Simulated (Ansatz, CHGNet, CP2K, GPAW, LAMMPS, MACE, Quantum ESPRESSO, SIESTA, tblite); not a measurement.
## Amorphous SiO1.9 (78 atoms): one structure in several programs

Aim: run amorphous SiO1.9 (78 atoms) in several programs and set results and cost side by side. A plane-wave run serves as the reference.

Calculated with Quantum ESPRESSO 7.5; Kohn-Sham DFT, PBE, SSSP efficiency 1.3.0 pseudopotentials, plane waves.

**1. Set-up**

The cell holds 78 atoms: 27 Si and 51 O. Cell: a = 10.502 Å, b = 10.502 Å, c = 10.502 Å, α = 90.0°, β = 90.0°, γ = 90.0°. 78 atoms (27 Si, 51 O) placed at random at 2.26 g/cm³, melted at 5000 K for 10 ps at fixed volume with the Tersoff Si-O potential (Munetoh et al., Comput. Mater. Sci. 39, 334 (2007)). Quenched from 5000 K to 500 K at 20 K/ps and fixed volume, annealed at 2000 K for 50 ps, held 5 ps.

**2. The reference run**

pw.in

```
&control
  calculation = 'scf'
  pseudo_dir = './pseudo'
  outdir = './tmp'
  disk_io = 'none'
  tprnfor = .true.
  tstress = .true.
/
&system
  ibrav = 0
  nat = 78
  ntyp = 2
  ecutwfc = 60
  ecutrho = 480
  nosym = .true.
  occupations = 'smearing'
  smearing = 'fd'
  degauss = 0.003675
/
&electrons
  conv_thr = 3.9e-07
  electron_maxstep = 100
  mixing_beta = 0.4
  mixing_mode = 'plain'
  diagonalization = 'david'
/
ATOMIC_SPECIES
Si 28.085 Si.upf
O 15.999 O.upf
CELL_PARAMETERS angstrom
10.50180 0.00000 0.00000
0.00000 10.50180 0.00000
0.00000 0.00000 10.50180
ATOMIC_POSITIONS crystal
Si 0.13949 0.67691 0.28768
Si 0.26616 0.73835 0.02423
Si 0.42674 0.33358 0.86693
Si 0.13626 0.12259 0.30697
Si 0.79317 0.00571 0.98721
Si 0.08622 0.99630 0.03311
Si 0.90463 0.79543 0.58626
Si 0.14865 0.48537 0.52652
Si 0.84522 0.72206 0.30151
Si 0.73878 0.55365 0.07421
Si 0.45372 0.06050 0.79538
Si 0.86836 0.52579 0.48153
[... 62 atom lines left out ...]
O 0.72833 0.83430 0.30487
O 0.55227 0.98150 0.20326
O 0.17119 0.86410 0.98449
O 0.48991 0.21324 0.76722
K_POINTS gamma
```

Started as:

```bash
$ OMP_NUM_THREADS=1 mpirun -np 4 pw.x -in pw.in > output.txt
```

Output:

```text
Program PWSCF
     gamma-point specific algorithms are used
     one sub-group per band group will be used
     scalapack distributed-memory algorithm (size of sub-group:  2*  2 procs)
     Parallelization info
     sticks:   dense  smooth     PW     G-vecs:    dense   smooth      PW
     Min        3758    1879    470               347034   122808   15358
     Max        3760    1882    472               347037   122814   15364
     Sum       15037    7521   1885              1388143   491241   61445
     bravais-lattice index     =            0
     lattice parameter (alat)  =      19.8455  a.u.
     unit-cell volume          =    7816.0590 (a.u.)^3
     number of atoms/cell      =           78
     number of atomic types    =            2
[... lines left out ...]
     scf convergence threshold =      3.9E-07
[... lines left out ...]
     number of k points=     1  Fermi-Dirac smearing, width (Ry)=  0.0037
[... lines left out ...]
     total energy              =   -2433.71468551 Ry
[... lines left out ...]
     total energy              =   -2438.27173517 Ry
[... lines left out ...]
     total energy              =   -2438.86592179 Ry
[... lines left out ...]
     c_bands:  1 eigenvalues not converged
[... lines left out ...]
     total energy              =   -2439.06735410 Ry
[... lines left out ...]
     total energy              =   -2439.06735457 Ry
[... lines left out ...]
   -19.6547 -19.4802 -19.2199 -17.7679 -17.7013 -17.4969 -17.4803 -17.4188
   -17.3435 -17.2909 -17.1744 -17.1192 -17.0294 -16.9642 -16.9444 -16.8876
   -16.8281 -16.7557 -16.6888 -16.5530 -16.4862 -16.4462 -16.4133 -16.3100
[...]
9.3246   9.3861   9.4494   9.5590   9.6241   9.7161   9.7445   9.8626
     9.9097   9.9182   9.9867  10.0789  10.1900  10.2162  10.2722  10.3219
     the Fermi energy is     6.1039 ev
!    total energy              =   -2439.06735467 Ry
     estimated scf accuracy    <       0.00000022 Ry
     smearing contrib. (-TS)   =      -0.00912267 Ry
     internal energy E=F+TS    =   -2439.05823201 Ry
     The total energy is F=E-TS. E is the sum of the following terms:
     one-electron contribution =   -1256.52709506 Ry
     hartree contribution      =     835.87861218 Ry
     xc contribution           =    -552.93351535 Ry
     ewald contribution        =    -980.75143322 Ry
     one-center paw contrib.   =    -484.72480055 Ry
     convergence has been achieved in  16 iterations
     Forces acting on atoms (cartesian axes, Ry/au):
     atom    1 type  1   force =     0.04856974    0.03034179   -0.00305862
     atom    2 type  1   force =    -0.14545449   -0.00646857   -0.07644780
     atom    3 type  1   force =    -0.05099547    0.11135793    0.08077223
[...]
atom   77 type  2   force =    -0.02822299    0.03821844    0.04956694
     atom   78 type  2   force =     0.05650541    0.04288216   -0.02880307
     Total force =     0.814164     Total SCF correction =     0.001358
     Computing stress (Cartesian axis) and pressure
          total   stress  (Ry/bohr**3)                   (kbar)     P=      -10.28
   0.00019383   0.00009740  -0.00010843           28.51       14.33      -15.95
   0.00009740  -0.00023566  -0.00014661           14.33      -34.67      -21.57
  -0.00010843  -0.00014661  -0.00016779          -15.95      -21.57      -24.68
     Message from routine punch:
     Nothing written, as per user request (disk_io='none')
```

It took 3.1 min on 4 MPI ranks of Arm Neoverse V1, shared host; peak memory 3.8 GiB; 12 min of CPU time.

Banners, paths, timers and routine set-up lines are dropped from the logs unmarked, and long logs keep their key lines alone; longer cuts are marked.

Numbers from this run:

* r.m.s. force component: 1.368 eV/Å
* longest force: 5.01 eV/Å
* pressure: -1.028 GPa

**3. The ladder**

The programs:
- CHGNet: machine-learned potential, published weights.
- CP2K 2026.2: Gaussian basis with GTH pseudopotentials and a plane-wave density; labels give functional, basis (MOLOPT sets; SR short-range, UZH the newer set with its own potentials), grid cutoff/relative cutoff and solver (OT: orbital transformation; TRS4, TC2, SIGN: linear-scaling purification with its sparsity filter), or its built-in tight binding.
- GPAW 26.7.0: PAW with atomic orbitals (LCAO), plane waves or a real-space grid of spacing h.
- MACE: machine-learned potential, published weights.
- SIESTA 5.4.2: numerical atomic orbitals, whose automatically made sets are far from complete, with PseudoDojo norm-conserving potentials that we converted to its format (checked against plane waves on the same files for H, C, O, Si, Ge and Ca alone); labels give functional, basis size, energy shift and mesh cutoff.
- tblite 0.8.0: extended tight binding, driven from Python.

All use the same cell and atoms; the electronic-structure runs use the same k-mesh, and an electronic temperature of 580 K (0.05 eV) where levels are smeared.

Differences are against the plane-wave reference, forces as r.m.s. over components; share is that over the reference's r.m.s. force, slope the least-squares factor from reference forces to these. Total energies of different programs have different zeros and aren't compared.

```
                                                           run  Δ force, r.m.s. (meV/Å)  share (%)  slope  Δ pressure (GPa)  cores  CPU time  memory (GiB)
                                                     reference                        -          -      -                 -      4    12 min           3.8
                                        CHGNet 0.3.0 potential                      432       31.6  0.945             -1.87      1     4.1 s           1.0
                                       CHGNet r2SCAN potential                      464       33.9  0.879             -7.18      1     4.8 s           1.0
          CP2K PBE, DZVP-MOLOPT-SR, 600/50 Ry, diagonalisation                      122       8.93  0.981              1.16      4   4.5 min           4.4
                CP2K PBE, DZVP-UZH, 600/50 Ry, diagonalisation                     86.7       6.33  0.989             0.854      4   6.2 min           4.4
  CP2K PBE, SZV-MOLOPT-SR, 600/50 Ry, diagonalisation (coarse)                      706       51.6  1.093              22.8      2   3.7 min           3.3
                                  GPAW PBE, LCAO dzp, h 0.18 Å                      282       20.6  1.018                 -      1   3.1 min           1.5
                     GPAW PBE, LCAO sz(dzp), h 0.18 Å (coarse)                      657       48.0  1.036                 -      1      63 s           1.1
                    GPAW PBE, LCAO szp(dzp), h 0.18 Å (coarse)                      286       20.9  1.027                 -      1   2.4 min           1.4
                                   MACE MPA-0 medium potential                      350       25.6  1.041             -1.89      1       9 s          0.99
                   SIESTA PBE, DZP, shift 0.01 Ry, mesh 500 Ry                      161       11.8  1.001              3.07      2   5.6 min           1.8
          SIESTA PBE, SZP, shift 0.01 Ry, mesh 500 Ry (coarse)                      345       25.2  1.047              8.68      2   4.5 min           1.7
SIESTA revPBE, PBE potentials, DZP, shift 0.01 Ry, mesh 500 Ry                      167       12.2  1.009              4.18      2   5.3 min           1.8
                                               tblite GFN1-xTB                      737       53.9  0.868              4.18      1     3.6 s          0.12
                                               tblite GFN2-xTB                      499       36.5  0.819             -4.18      1       7 s          0.12
```

Rows marked coarse were listed beforehand as settings not expected to be converged; some can still land near the reference.

Times of the machine-learned potentials are mostly Python's start and the loading of weights.

CPU time is summed over cores on a shared host, where runs went side by side, so it is rough. Symmetry, cutoffs, thresholds, outputs and thread counts weren't matched or tuned between programs; memory under MPI is the largest rank's times the ranks.

Mean charges by element (e), by run and scheme:

```
                                                           run     scheme     Si      O
          CP2K PBE, DZVP-MOLOPT-SR, 600/50 Ry, diagonalisation   Mulliken  +0.85  -0.45
          CP2K PBE, DZVP-MOLOPT-SR, 600/50 Ry, diagonalisation  Hirshfeld  +0.53  -0.28
                CP2K PBE, DZVP-UZH, 600/50 Ry, diagonalisation   Mulliken  +1.00  -0.53
                CP2K PBE, DZVP-UZH, 600/50 Ry, diagonalisation  Hirshfeld  +0.52  -0.28
                   SIESTA PBE, DZP, shift 0.01 Ry, mesh 500 Ry  Hirshfeld  +0.41  -0.21
SIESTA revPBE, PBE potentials, DZP, shift 0.01 Ry, mesh 500 Ry  Hirshfeld  +0.41  -0.21
                                               tblite GFN1-xTB   Mulliken  +0.47  -0.25
                                               tblite GFN2-xTB   Mulliken  +0.62  -0.33
```

**4. Outcome**

| Property | Result |
| --- | --- |
| reference r.m.s. force component | 1.37 eV/Å |
| nearest in forces | CP2K PBE, DZVP-UZH, 600/50 Ry, diagonalisation, 6.3 % |
| farthest in forces | tblite GFN1-xTB, 54 % |
| cheapest electronic-structure run beside the reference | tblite GFN1-xTB, 3.6 s of CPU time |

What this shows: The PBE runs in local orbitals, coarse settings apart, differ by 6.3 % (CP2K PBE, DZVP-UZH, 600/50 Ry, diagonalisation) to 21 % (GPAW PBE, LCAO dzp, h 0.18 Å); basis, grid and potentials can all enter. Tight binding differs by 36 % (tblite GFN2-xTB) to 54 % (tblite GFN1-xTB); it is another model, with fitted parameters of its own, and the xTB methods hold dispersion. Machine-learned potentials differ by 26 % (MACE MPA-0 medium potential) to 34 % (CHGNet r2SCAN potential); they were trained on other programs' data, some at another functional. Rows with another functional or a dispersion term differ by 12 % (SIESTA revPBE, PBE potentials, DZP, shift 0.01 Ry, mesh 500 Ry), which mixes the change of model with differences of basis and potentials, some of them made for another functional. Runs with settings chosen to be coarse differ by 21 % (GPAW PBE, LCAO szp(dzp), h 0.18 Å) to 52 % (CP2K PBE, SZV-MOLOPT-SR, 600/50 Ry, diagonalisation), their programs' other errors included. Of the electronic-structure runs that take under half the reference's CPU time, CP2K PBE, DZVP-MOLOPT-SR, 600/50 Ry, diagonalisation comes nearest, at 8.9 % in 4.5 min against 12 min. In pressure, CP2K PBE, SZV-MOLOPT-SR, 600/50 Ry, diagonalisation misses by +22.8 GPa, at the same functional. Charges hang on model, scheme and program or settings: among these rows the mean for Si runs from +0.41 to +1.00 e. In the reference: levels near the Fermi energy are neither full nor empty under the smearing, so no gap is quoted. Periodic xTB results under one method name differ between programs and library versions. The reference's pressure holds the uncorrected Pulay stress of its 60 Ry basis, so small pressure differences, and their order, may be the reference's own error. Machine-learned potentials mimic data converged in k, so the reference's own k-point error enters their differences. The quench rate of 20 K/ps is many orders above laboratory rates, so the cell is likely richer in defects and strain than a real sample. The network of bonds at the start is that of the classical potential that made the cell, and needn't be the one that DFT or experiment would give. The reference's stress is far from hydrostatic: its diagonal is 2.9, -3.5, -2.5 GPa, compression counted positive. The electronic-structure runs sample only Γ, in a cell whose shortest periodic width is 11 Å, which is coarse for a cell with partly filled levels.

[Also dropped from logs without a mark: logging warnings of Python, and SIESTA's first energy breakdown and zero terms.]

[Logs are printed without paths, hosts, clocks, repeated set-up lines and the standing remarks that a program may print on its own settings, such as how far it seeks lower states.]

[Hosts, paths, dates, database ids (printed as entryN), source tags and the programs' standing remarks are cut or masked in the printed files.]
